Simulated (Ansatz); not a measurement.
# AlCo2, from a guessed structure to a relaxed one

Starting from a made-up structure for AlCo2, the aim is the relaxed cell, its shortest contacts and, where a second run follows, its electronic structure.

Program: Ansatz 0.2.0. Level of theory: DFT, PBE, plane-wave PAW, files of the set soft_1, scalar-relativistic, ferromagnetic start, cell and ions relaxed at zero pressure; PAW set soft_1, in the first sound run; inputs show where later runs differ. Results are calculated unless marked as measured.

## Step 1: The starting structure

Symmetry: Fm-3m, No. 225, cubic system. Conventional cell: a = 5.446 Å, b = 5.446 Å, c = 5.446 Å, α = 90.00°, β = 90.00°, γ = 90.00°. Nearest to Co lie 4 Al at 2.36 Å. Nearest to Al lie 8 Co at 2.36 Å. Farther neighbours are not listed.

## Step 2: Relaxing cell and atoms

The guess takes its coordinates from another compound and its volume from a rule, so the cell and any free coordinates are relaxed together.

input.yaml reads:

```yaml
crystal:
  lattice:
    - [0.0, 2.723, 2.723]
    - [2.723, 0.0, 2.723]
    - [2.723, 2.723, 0.0]
  atoms:
    - { symbol: Co, position: [0.75, 0.75, 0.75], spin: 2.0 }
    - { symbol: Co, position: [0.25, 0.25, 0.25], spin: 2.0 }
    - { symbol: Al, position: [0.0, 0.0, 0.0] }
magnetization:
  spin_polarized: true
kpoints:
  mp_grid: { grid: [8, 8, 8] }
scf:
  occupations: { method: fermi_dirac, width: 0.05 }
hamiltonian:
  xc: pbe
  pseudopotentials: { kind: paw, azcp: { folder: soft_1 } }
relax:
  f_tol: 0.015
  max_steps: 70
  cell: {}
output:
  forces: true
  stress: true
```

The run is started by

```console
> ansatz run input.yaml --threads 4 --pin off --max-ram 8192MiB --backend cpu --events-out ev --progress --plain --runs-dir out
```

Numbers of over 12 decimals in the logs are rounded to 6 here.

The log of the run:

```text
Engine: ansatz 0.2.0, aarch64-unknown-linux-gnu
Pseudopotentials: kind: paw
Pseudopotential: Co, paw, valence charge 17, recommended cutoff 420 eV (normal), soft_1/Co.paw.azcp
Pseudopotential: Al, paw, valence charge 3, recommended cutoff 420 eV (normal), soft_1/Al.paw.azcp
Functional definition: PBE
  parameter kappa = 0.804
  parameter beta = 0.066725
  exchange = pbe_x(kappa = kappa, mu = beta*pi^2/3)
  correlation = pbe_c(beta = beta)
Crystal: 3 atoms, lattice volume = 40.381 Å³
Basis set: ecut = 420 eV, 749 PW (Γ), exchange–correlation on 54×54×54 points (8 copies of the dense FFT grid, shifted against one another)
Bands: 25, of which v1, the nominal top of the filled ones, is band 19 counted from 1 (18 counted from 0)
Symmetry: 48 space group operations
Space group: Fm-3m (ITA 225), of the structure as read, at distance tolerance 3.4e-5 Å
Magnetic group: BNS 225.116 (UNI 1618), of the structure as read, at distance tolerance 3.4e-5 Å
k-points: 29 of 512
Non-local potential: Co, projectors of the file, l = 0: 3, l = 1: 2, l = 2: 3, l = 3: 1
Non-local potential: Al, projectors of the file, l = 0: 2, l = 1: 2, l = 2: 1
PAW form: soft (Blöchl's): semilocal exchange-correlation on the pseudo side does not see the compensation charge
PAW one-centre angular grid: Co, 590 points (default); XC on 64 Gauss nodes
PAW one-centre angular grid: Al, 110 points (default); XC on 64 Gauss nodes
Initial density: superposition of atomic densities (chi_scale 0.1, normalization cell)
Starting moments: Σ|m| = 4 μB on 2 of 3 sites
Initial wavefunctions: pseudopotential atomic-orbital guess
Functional: x = pbe(κ = 0.804, μ = 0.219515), c = pbe(β = 0.066725)
iter 1 solved again at ethr=2.95e-3 eV; its pass at ethr=3.10e-3 eV (dr2=1.09e0 eV) is discarded
SCF iter   1: F=—  HF=-10787.183025 eV  |F-HF|=—  |Δ(HF+E_count)|=         —  Δρ=3.93e-2 (↑3.93e-2 ↓2.53e-2)  dr2=1.10e0  dr2_m=8.31e-2  M=3.238 μB ∫|m|=3.570 μB  β_m=0.30  ethr=2.95e-3  ⟨swp⟩=1.0  Hψ=7433  notcnv=0
Mixer restart at iter 1: flushing history
preconditioner: auto → Kerker (q_TF=auto, 2.689 Å⁻¹)  [metal: Δε(μ)=0.021 eV  Ē_g=6.989 eV  σ=0.050 eV  W_gap=0.11  n_scr=14 (ndim 8)  ℏωp=26.8 eV  f_vac=0.000  D(μ)=5.67/eV (n_scr^D=88)]
spin=Collinear: Kerker preconditioning applied to the charge; magnetization (m = ρ↑ − ρ↓) channel mixes plain (no charge-response kernel on spin).
SCF iter   2: F=—  HF=-10786.742997 eV  |F-HF|=—  |Δ(HF+E_count)|=   4.40e-1  Δρ=3.02e-2 (↑1.44e-2 ↓3.02e-2)  dr2=2.57e-1  dr2_m=1.06e-1  M=3.025 μB ∫|m|=3.426 μB  β_m=0.32  ethr=2.95e-3  ⟨swp⟩=2.1  Hψ=2261  notcnv=0
SCF iter   3: F=—  HF=-10787.593965 eV  |F-HF|=—  |Δ(HF+E_count)|=         —  Δρ=6.93e-2 (↑3.94e-2 ↓6.93e-2)  dr2=3.62e-1  dr2_m=1.05e0  M=2.296 μB ∫|m|=2.633 μB  β_m=0.32  ethr=6.95e-4  ⟨swp⟩=2.0  Hψ=2190  notcnv=0  defer=48
Mixer restart at iter 3: flushing history
SCF iter   4: F=—  HF=-10788.119226 eV  |F-HF|=—  |Δ(HF+E_count)|=   5.25e-1  Δρ=5.19e-2 (↑2.63e-2 ↓5.19e-2)  dr2=2.99e-1  dr2_m=5.42e-1  M=2.281 μB ∫|m|=2.599 μB  β_m=0.66  ethr=6.95e-4  ⟨swp⟩=2.2  Hψ=2040  notcnv=0  defer=48
SCF iter   5: F=—  HF=-10788.862517 eV  |F-HF|=—  |Δ(HF+E_count)|=         —  Δρ=2.19e-2 (↑1.35e-2 ↓2.19e-2)  dr2=9.31e-2  dr2_m=1.07e-1  M=1.847 μB ∫|m|=2.211 μB  β_m=0.66  ethr=6.95e-4  ⟨swp⟩=3.0  Hψ=2778  notcnv=0  defer=53
Mixer restart at iter 5: flushing history
SCF iter   6: F=—  HF=-10788.845679 eV  |F-HF|=—  |Δ(HF+E_count)|=   1.68e-2  Δρ=9.45e-3 (↑9.45e-3 ↓7.30e-3)  dr2=1.77e-2  dr2_m=2.17e-2  M=1.824 μB ∫|m|=2.181 μB  β_m=0.83  ethr=2.52e-4  ⟨swp⟩=2.0  Hψ=2220  notcnv=0  defer=55
SCF iter   7: F=—  HF=-10788.846737 eV  |F-HF|=—  |Δ(HF+E_count)|=   1.06e-3  Δρ=3.99e-3 (↑3.81e-3 ↓3.99e-3)  dr2=1.80e-2  dr2_m=1.27e-5  M=1.811 μB ∫|m|=2.162 μB  β_m=0.68  ethr=4.79e-5  ⟨swp⟩=2.3  Hψ=2791  notcnv=0  defer=56
SCF iter   8: F=—  HF=-10788.838910 eV  |F-HF|=—  |Δ(HF+E_count)|=   7.83e-3  Δρ=3.08e-3 (↑2.85e-3 ↓3.08e-3)  dr2=7.87e-3  dr2_m=1.68e-5  M=1.815 μB ∫|m|=2.161 μB  β_m=0.84  ethr=4.79e-5  ⟨swp⟩=2.2  Hψ=2589  notcnv=0  defer=56
SCF iter   9: F=—  HF=-10788.839532 eV  |F-HF|=—  |Δ(HF+E_count)|=   6.21e-4  Δρ=8.85e-4 (↑6.48e-4 ↓8.85e-4)  dr2=5.97e-4  dr2_m=9.84e-6  M=1.820 μB ∫|m|=2.166 μB  β_m=0.83  ethr=2.13e-5  ⟨swp⟩=2.0  Hψ=2139  notcnv=0  defer=56
SCF iter  10: F=—  HF=-10788.839464 eV  |F-HF|=—  |Δ(HF+E_count)|=   6.82e-5  Δρ=2.86e-4 (↑2.86e-4 ↓2.67e-4)  dr2=1.46e-4  dr2_m=1.33e-7  M=1.820 μB ∫|m|=2.167 μB  β_m=0.92  ethr=1.61e-6  ⟨swp⟩=2.2  Hψ=2171  notcnv=0  defer=56
SCF iter  11: F=—  HF=-10788.839460 eV  |F-HF|=—  |Δ(HF+E_count)|=   3.36e-6  Δρ=6.84e-5 (↑6.72e-5 ↓6.84e-5)  dr2=9.24e-6  dr2_m=5.45e-7  M=1.821 μB ∫|m|=2.167 μB  β_m=0.96  ethr=3.94e-7  ⟨swp⟩=2.0  Hψ=1830  notcnv=0  defer=56
SCF iter  12: F=—  HF=-10788.839470 eV  |F-HF|=—  |Δ(HF+E_count)|=   9.86e-6  Δρ=3.54e-5 (↑2.20e-5 ↓3.54e-5)  dr2=1.24e-6  dr2_m=3.35e-8  M=1.821 μB ∫|m|=2.167 μB  β_m=0.98  ethr=2.50e-8  ⟨swp⟩=2.0  Hψ=1583  notcnv=0  defer=56
SCF iter  13: F=—  HF=-10788.839470 eV  |F-HF|=—  |Δ(HF+E_count)|=   5.16e-8  Δρ=7.86e-6 (↑5.93e-6 ↓7.86e-6)  dr2=6.75e-8  dr2_m=4.80e-10  M=1.821 μB ∫|m|=2.167 μB  β_m=0.99  ethr=3.35e-9  ⟨swp⟩=2.0  Hψ=2036  notcnv=0  defer=56
SCF iter  14: F=-10788.839470 eV  HF=-10788.839470 eV  |F-HF|=2.73e-8  |Δ(HF+E_count)|=   1.24e-8  Δρ=6.59e-6 (↑3.84e-6 ↓6.59e-6)  dr2=3.31e-8  dr2_m=7.94e-10  M=1.821 μB ∫|m|=2.167 μB  ethr=1.82e-10  ⟨swp⟩=2.3  Hψ=4352  notcnv=0
SCF 1 converged in 14 iterations: F = -10788.839470 eV  dr2 = 3.31e-8
  greatest PAW one-centre occupation: 1.001 electrons in one spin orbital (limit 2), on the Co atom at site 1 (counted from 0), in its partial waves of l = 1
relax step   1: F+E_penalty+E_count = -10788.83947004 eV  Δ(F+E_penalty+E_count) = +0.000e0 eV  max|allowed force component| = 4.626e-18 eV/Å  Δτ_max = 0.0000 Å  P = +1.872 GPa  Ω = 40.381 Å³  (14 SCF iters, dr2 threshold 1.00e-7 eV, accepted)
Crystal: 3 atoms, lattice volume = 40.668 Å³
Basis set: ecut = 420 eV, 821 PW (Γ), exchange–correlation on 54×54×54 points (8 copies of the dense FFT grid, shifted against one another)
Initial density: handed on by an earlier stage of this run
Starting moments: Σ|m| = 4 μB on 2 of 3 sites; this step starts from the density that it was given
Initial wavefunctions: those handed on with the density
iter 1 solved again at ethr=7.32e-7 eV; its pass at ethr=3.10e-3 eV (dr2=2.71e-4 eV) is discarded
SCF iter   1: F=—  HF=-10788.841502 eV  |F-HF|=—  |Δ(HF+E_count)|=         —  Δρ=1.13e-3 (↑1.13e-3 ↓3.69e-4)  dr2=2.76e-4  dr2_m=1.72e-4  M=1.824 μB ∫|m|=2.176 μB  β_m=0.65  ethr=7.32e-7  ⟨swp⟩=2.0  Hψ=7043  notcnv=0
preconditioner: auto → none  [metal: Δε(μ)=0.006 eV  Ē_g=7.051 eV  σ=0.050 eV  W_gap=0.03  n_scr=0 (ndim 8)  ℏωp=26.7 eV  f_vac=0.001  D(μ)=4.08/eV (n_scr^D=58)]
SCF iter   2: F=—  HF=-10788.841773 eV  |F-HF|=—  |Δ(HF+E_count)|=   2.71e-4  Δρ=9.76e-4 (↑5.65e-4 ↓9.76e-4)  dr2=5.79e-4  dr2_m=2.35e-5  M=1.825 μB ∫|m|=2.177 μB  β_m=0.34  ethr=7.32e-7  ⟨swp⟩=2.0  Hψ=2551  notcnv=0
SCF iter   3: F=—  HF=-10788.841678 eV  |F-HF|=—  |Δ(HF+E_count)|=   9.45e-5  Δρ=4.21e-4 (↑4.21e-4 ↓3.72e-4)  dr2=6.46e-6  dr2_m=5.70e-5  M=1.826 μB ∫|m|=2.178 μB  β_m=0.36  ethr=7.32e-7  ⟨swp⟩=2.6  Hψ=2544  notcnv=0
SCF iter   4: F=—  HF=-10788.841785 eV  |F-HF|=—  |Δ(HF+E_count)|=   1.06e-4  Δρ=2.62e-4 (↑1.36e-4 ↓2.62e-4)  dr2=5.79e-6  dr2_m=1.45e-5  M=1.829 μB ∫|m|=2.181 μB  β_m=0.70  ethr=1.75e-8  ⟨swp⟩=2.1  Hψ=1908  notcnv=0
SCF iter   5: F=—  HF=-10788.841832 eV  |F-HF|=—  |Δ(HF+E_count)|=   4.76e-5  Δρ=1.81e-5 (↑8.87e-6 ↓1.81e-5)  dr2=1.19e-7  dr2_m=4.85e-8  M=1.832 μB ∫|m|=2.184 μB  β_m=0.73  ethr=1.57e-8  ⟨swp⟩=2.2  Hψ=2690  notcnv=0
SCF iter   6: F=—  HF=-10788.841834 eV  |F-HF|=—  |Δ(HF+E_count)|=   1.31e-6  Δρ=1.43e-5 (↑1.66e-6 ↓1.43e-5)  dr2=6.32e-8  dr2_m=1.98e-8  M=1.832 μB ∫|m|=2.185 μB  β_m=0.86  ethr=3.23e-10  ⟨swp⟩=2.5  Hψ=2518  notcnv=0
SCF iter   7: F=-10788.841834 eV  HF=-10788.841834 eV  |F-HF|=1.19e-7  |Δ(HF+E_count)|=   4.54e-7  Δρ=1.46e-5 (↑7.17e-6 ↓1.46e-5)  dr2=1.42e-7  dr2_m=5.86e-9  M=1.832 μB ∫|m|=2.185 μB  ethr=1.71e-10  ⟨swp⟩=2.1  Hψ=5001  notcnv=0
SCF 2 converged in 7 iterations: F = -10788.841834 eV  dr2 = 1.42e-7
relax step   2: F+E_penalty+E_count = -10788.84183390 eV  Δ(F+E_penalty+E_count) = -2.364e-3 eV  max|allowed force component| = 4.240e-18 eV/Å  Δτ_max = 0.0000 Å  P = +0.924 GPa  Ω = 40.668 Å³  energy of the carried Pulay correction = -1.349e-4 eV  (7 SCF iters, dr2 threshold 3.00e-7 eV, accepted)
Crystal: 3 atoms, lattice volume = 40.951 Å³
iter 1 solved again at ethr=6.90e-7 eV; its pass at ethr=3.10e-3 eV (dr2=2.55e-4 eV) is discarded
SCF iter   1: F=—  HF=-10788.842220 eV  |F-HF|=—  |Δ(HF+E_count)|=         —  Δρ=1.07e-3 (↑1.07e-3 ↓3.53e-4)  dr2=2.56e-4  dr2_m=1.55e-4  M=1.835 μB ∫|m|=2.193 μB  β_m=0.65  ethr=6.90e-7  ⟨swp⟩=2.0  Hψ=7054  notcnv=0
preconditioner: auto → none  [metal: Δε(μ)=0.007 eV  Ē_g=7.010 eV  σ=0.050 eV  W_gap=0.03  n_scr=0 (ndim 8)  ℏωp=26.6 eV  f_vac=0.001  D(μ)=4.13/eV (n_scr^D=58)]
SCF iter   2: F=—  HF=-10788.842474 eV  |F-HF|=—  |Δ(HF+E_count)|=   2.54e-4  Δρ=9.37e-4 (↑5.42e-4 ↓9.37e-4)  dr2=5.38e-4  dr2_m=2.20e-5  M=1.836 μB ∫|m|=2.194 μB  β_m=0.34  ethr=6.90e-7  ⟨swp⟩=2.0  Hψ=2523  notcnv=0
SCF iter   3: F=—  HF=-10788.842388 eV  |F-HF|=—  |Δ(HF+E_count)|=   8.69e-5  Δρ=4.00e-4 (↑4.00e-4 ↓3.57e-4)  dr2=6.08e-6  dr2_m=5.21e-5  M=1.837 μB ∫|m|=2.195 μB  β_m=0.36  ethr=6.90e-7  ⟨swp⟩=2.6  Hψ=2529  notcnv=0
SCF iter   4: F=—  HF=-10788.842489 eV  |F-HF|=—  |Δ(HF+E_count)|=   1.02e-4  Δρ=2.54e-4 (↑1.31e-4 ↓2.54e-4)  dr2=5.57e-6  dr2_m=1.36e-5  M=1.839 μB ∫|m|=2.198 μB  β_m=0.71  ethr=1.64e-8  ⟨swp⟩=2.1  Hψ=1908  notcnv=0
SCF iter   5: F=—  HF=-10788.842536 eV  |F-HF|=—  |Δ(HF+E_count)|=   4.61e-5  Δρ=1.58e-5 (↑9.53e-6 ↓1.58e-5)  dr2=9.62e-8  dr2_m=4.37e-8  M=1.843 μB ∫|m|=2.201 μB  β_m=0.73  ethr=1.51e-8  ⟨swp⟩=2.2  Hψ=2619  notcnv=0
SCF iter   6: F=—  HF=-10788.842537 eV  |F-HF|=—  |Δ(HF+E_count)|=   1.14e-6  Δρ=1.35e-5 (↑1.65e-6 ↓1.35e-5)  dr2=5.30e-8  dr2_m=1.91e-8  M=1.843 μB ∫|m|=2.202 μB  β_m=0.86  ethr=2.60e-10  ⟨swp⟩=2.5  Hψ=2531  notcnv=0
SCF iter   7: F=-10788.842537 eV  HF=-10788.842537 eV  |F-HF|=9.63e-8  |Δ(HF+E_count)|=   3.91e-7  Δρ=1.34e-5 (↑6.12e-6 ↓1.34e-5)  dr2=1.15e-7  dr2_m=5.58e-9  M=1.843 μB ∫|m|=2.202 μB  ethr=1.43e-10  ⟨swp⟩=2.0  Hψ=4989  notcnv=0
SCF 3 converged in 7 iterations: F = -10788.842537 eV  dr2 = 1.15e-7
relax step   3: F+E_penalty+E_count = -10788.84253696 eV  Δ(F+E_penalty+E_count) = -7.031e-4 eV  max|allowed force component| = 6.168e-18 eV/Å  Δτ_max = 0.0000 Å  P = +0.023 GPa  Ω = 40.951 Å³  energy of the carried Pulay correction = -2.672e-4 eV  (7 SCF iters, dr2 threshold 3.00e-7 eV, accepted)
Initial wavefunctions: pseudopotential atomic-orbital guess (no wavefunctions were taken with the density)
iter 1 solved again at ethr=8.06e-8 eV; its pass at ethr=3.10e-3 eV (dr2=2.98e-5 eV) is discarded
SCF iter   1: F=—  HF=-10788.842755 eV  |F-HF|=—  |Δ(HF+E_count)|=         —  Δρ=6.80e-5 (↑6.80e-5 ↓6.29e-5)  dr2=6.06e-7  dr2_m=2.27e-8  M=1.843 μB ∫|m|=2.202 μB  β_m=0.65  ethr=8.06e-8  ⟨swp⟩=3.1  Hψ=9823  notcnv=0
preconditioner: auto → none  [metal: Δε(μ)=0.002 eV  Ē_g=7.003 eV  σ=0.050 eV  W_gap=0.01  n_scr=0 (ndim 8)  ℏωp=26.6 eV  f_vac=0.001  D(μ)=4.14/eV (n_scr^D=58)]
SCF iter   2: F=—  HF=-10788.842784 eV  |F-HF|=—  |Δ(HF+E_count)|=   2.83e-5  Δρ=3.06e-5 (↑3.06e-5 ↓2.44e-5)  dr2=3.00e-7  dr2_m=5.26e-9  M=1.843 μB ∫|m|=2.202 μB  β_m=0.43  ethr=1.64e-9  ⟨swp⟩=2.0  Hψ=2123  notcnv=0
SCF iter   3: F=—  HF=-10788.842785 eV  |F-HF|=—  |Δ(HF+E_count)|=   1.41e-6  Δρ=2.13e-5 (↑2.13e-5 ↓1.78e-5)  dr2=6.73e-8  dr2_m=1.82e-9  M=1.843 μB ∫|m|=2.202 μB  β_m=0.41  ethr=8.10e-10  ⟨swp⟩=2.4  Hψ=2487  notcnv=0
SCF iter   4: F=—  HF=-10788.842787 eV  |F-HF|=—  |Δ(HF+E_count)|=   2.04e-6  Δρ=1.03e-5 (↑1.03e-5 ↓8.71e-6)  dr2=4.59e-9  dr2_m=2.67e-9  M=1.843 μB ∫|m|=2.202 μB  β_m=0.71  ethr=1.82e-10  ⟨swp⟩=1.0  Hψ=1450  notcnv=0
SCF iter   5: F=—  HF=-10788.842788 eV  |F-HF|=—  |Δ(HF+E_count)|=   6.85e-7  Δρ=5.10e-6 (↑3.45e-6 ↓5.10e-6)  dr2=4.91e-9  dr2_m=2.77e-9  M=1.843 μB ∫|m|=2.202 μB  β_m=0.85  ethr=1.24e-11  ⟨swp⟩=2.0  Hψ=2051  notcnv=0
SCF iter   6: F=—  HF=-10788.842788 eV  |F-HF|=—  |Δ(HF+E_count)|=   4.51e-8  Δρ=3.67e-6 (↑3.67e-6 ↓2.94e-6)  dr2=2.28e-9  dr2_m=1.66e-10  M=1.843 μB ∫|m|=2.202 μB  β_m=0.63  ethr=1.24e-11  ⟨swp⟩=2.1  Hψ=2513  notcnv=0
SCF iter   7: F=—  HF=-10788.842788 eV  |F-HF|=—  |Δ(HF+E_count)|=   7.97e-8  Δρ=2.20e-6 (↑2.20e-6 ↓1.85e-6)  dr2=1.30e-9  dr2_m=2.33e-11  M=1.843 μB ∫|m|=2.202 μB  β_m=0.81  ethr=6.17e-12  ⟨swp⟩=2.0  Hψ=2054  notcnv=0
SCF iter   8: F=—  HF=-10788.842788 eV  |F-HF|=—  |Δ(HF+E_count)|=   2.59e-8  Δρ=6.15e-7 (↑6.15e-7 ↓4.89e-7)  dr2=6.06e-11  dr2_m=5.74e-12  M=1.843 μB ∫|m|=2.202 μB  β_m=0.87  ethr=3.51e-12  ⟨swp⟩=2.2  Hψ=1946  notcnv=0
SCF iter   9: F=—  HF=-10788.842788 eV  |F-HF|=—  |Δ(HF+E_count)|=   2.39e-9  Δρ=1.10e-7 (↑1.10e-7 ↓8.71e-8)  dr2=1.60e-12  dr2_m=2.52e-13  M=1.843 μB ∫|m|=2.202 μB  β_m=0.93  ethr=1.00e-12  ⟨swp⟩=2.0  Hψ=1894  notcnv=0
SCF iter  10: F=-10788.842788 eV  HF=-10788.842788 eV  |F-HF|=0.00e0  |Δ(HF+E_count)|=  8.19e-11  Δρ=1.68e-8 (↑1.10e-8 ↓1.68e-8)  dr2=1.45e-13  dr2_m=1.07e-14  M=1.843 μB ∫|m|=2.202 μB  ethr=1.00e-12  ⟨swp⟩=4.1  Hψ=5857  notcnv=0
SCF 4 converged in 10 iterations: F = -10788.842788 eV  dr2 = 1.45e-13
relax step   4: F+E_penalty+E_count = -10788.84278789 eV  Δ(F+E_penalty+E_count) = -2.509e-4 eV  max|allowed force component| = 6.264e-18 eV/Å  Δτ_max = 0.0000 Å  P = +0.025 GPa  Ω = 40.951 Å³  stress off target by 2.54e-2 GPa  SCF on the basis re-selected at this cell (its energy is not comparable with the rows above)  (10 SCF iters)
basis re-selected at this cell: Δ(F+E_penalty+E_count) = -2.509e-4 eV, ΔP = +0.002 GPa vs the last step (what re-selecting the basis moved, of the pressure what is left beyond the Pulay correction that the steps carried, after the strain that the cell walked since its last selection, with what the two solves' SCF thresholds leave and, on support functions, any second-order correction that the steps lacked; it is no m [...]
SCF converged after 10 iterations
Magnetization: 1.8431 μB (19.4216 up, 17.5784 down)
Absolute magnetization: 2.2026 μB (∫|ρ↑−ρ↓|, with the PAW one-centre terms)
Spin contamination: 0.0434 ħ² per cell (⟨S²⟩ above its minimum at these occupations)
Per-site moments (μB) at R_I (Å): [(0.997903, 0.977312), (0.997903, 0.977312), (-0.061979, 0.977312)]
Free energy (F): -10788.842788 eV
Harris-Foulkes:  -10788.842788 eV  (|F-HF|=0.00e0)
Internal energy: -10788.807098 eV  (E = F + TS)
E sigma→0 (E₀):  -10788.824943 eV
Entropy (-TS):   -0.035690 eV (-11.897 meV/atom)
Fermi energy:    11.949126 eV
--- Per-component energies (eV) ---
  E_band       = -672.263324
  E_kinetic    = 610.978641
  E_local      = -6942.322993  (includes V_loc(G=0)·N_el)
  E_nonlocal   = 888.490405
  E_hartree    = 3082.599807
  E_xc         = -220.981863
  E_vxc        = -264.843994  (∫ρ·V_xc dr)
  E_paw        = -3622.058923  (= ΣΔE_a)
  E_vpaw       = -1129.765024  (= ΣTr[D̂ρ^β])
  E_aug_tail   = -0.000015  (compensation charges beyond the density's cutoff)
  E_ewald      = -4585.512157
  E_smearing   = -0.035690  (= −TS)
  E_closure    = -0.000000  (closes the sum)
  Σ components = -10788.842788   (vs F -10788.842788, Δ=0.00e0)
--- Forces (eV/Å), atoms counted from 1 ---
  atom   1  Co    -0.00000000    -0.00000000    -0.00000000
  atom   2  Co     0.00000000     0.00000000     0.00000000
  atom   3  Al    -0.00000000     0.00000000     0.00000000
  max |Σ_I F_I| component: 8.10e-18 eV/Å
--- Stress (GPa, compression-positive) ---
        0.025404       0.000000       0.000000
        0.000000       0.025404       0.000000
        0.000000       0.000000       0.025404
  P = ⅓ Tr σ = 0.0254 GPa (0.254 kbar)
--- Relaxed structure (3 steps of the walk, 3 accepted, 1 SCFs on fresh bases) ---
  F+E_penalty+E_count = -10788.84278789 eV   max|allowed force component| = 6.264e-18 eV/Å   (the final SCF, on the basis selected at the relaxed cell)
  cell:  # Å, volume = 40.9511 Å³
    - [0, 2.735764, 2.735764]
    - [2.735764, 0, 2.735764]
    - [2.735764, 2.735764, 0]
  atoms:
    - { symbol: Co, position: [0.75, 0.75, 0.75] }
    - { symbol: Co, position: [0.25, 0.25, 0.25] }
    - { symbol: Al, position: [0, 0, 0] }
```

Wall time 7.1 s (4 threads of Arm Neoverse V2, shared host); peak memory 0.14 GiB; 18 s of CPU time.

Step by step:

```
step  energy less that of the first step (eV)  largest force component (eV/Å)  pressure (GPa)  volume (Å³)
   1                                   0.0000                          0.0000            1.87        40.38
   2                                  -0.0024                          0.0000            0.92        40.67
   3                                  -0.0031                          0.0000            0.02        40.95
  4*                                  -0.0033                          0.0000            0.03        40.95
```

Relaxation steps marked * repeat the geometry before them on a plane-wave basis chosen anew for their cell, so energy and pressure can jump there.

Forces are held to the 48 operations that the run works with; a distortion that breaks them can't arise in this run.

```
conventional cell, symmetrised  before  after  change
                         a (Å)   5.446  5.472  +0.5 %
                         b (Å)   5.446  5.472  +0.5 %
                         c (Å)   5.446  5.472  +0.5 %
              volume (Å³/atom)   13.46  13.65  +1.4 %
```

The relaxed structure:

```cif
data_structure
_symmetry_space_group_name_H-M 'P 1'
_symmetry_Int_Tables_number 1
_cell_length_a 3.8690
_cell_length_b 3.8690
_cell_length_c 3.8690
_cell_angle_alpha 60.000
_cell_angle_beta 60.000
_cell_angle_gamma 60.000
_cell_volume 40.95
loop_
_atom_site_label
_atom_site_type_symbol
_atom_site_fract_x
_atom_site_fract_y
_atom_site_fract_z
_atom_site_occupancy
Co1 Co 0.75000 0.75000 0.75000 1
Co2 Co 0.25000 0.25000 0.25000 1
Al3 Al 0.00000 0.00000 0.00000 1
```

This step gave:

```yaml
free_energy: -10788.8428 eV
energy_at_zero_smearing: -10788.8249 eV
smearing_term_ts: 0.03569 eV
fermi_energy: 11.95 eV
magnetization: 1.843 μB
absolute_magnetization: 2.203 μB
site_moments: 0.9979, 0.9979, -0.06198 μB
electrons: 37
symmetry_operations: 48
pressure: 0.02540 GPa
```

Site moment by atom:

```
atom  site moment (μB)
 Co1             0.998
 Co2             0.998
 Al3            -0.062
```

Shortest distances by pair of elements, guess and relaxed (not always the same contact):

```
 pair  guess (Å)  relaxed (Å)
Al–Co      2.358        2.369
Co–Co      2.723        2.736
Al–Al      3.851        3.869
```

The relaxation ends with a pressure of 0.03 GPa.

[end of part 1 of 2]

[Logs are printed without paths, hosts, clocks, repeated set-up lines and the standing remarks that a program may print on its own settings, such as how far it seeks lower states.]

[Hosts, paths, dates, database ids (printed as entryN), source tags and the programs' standing remarks are cut or masked in the printed files.]
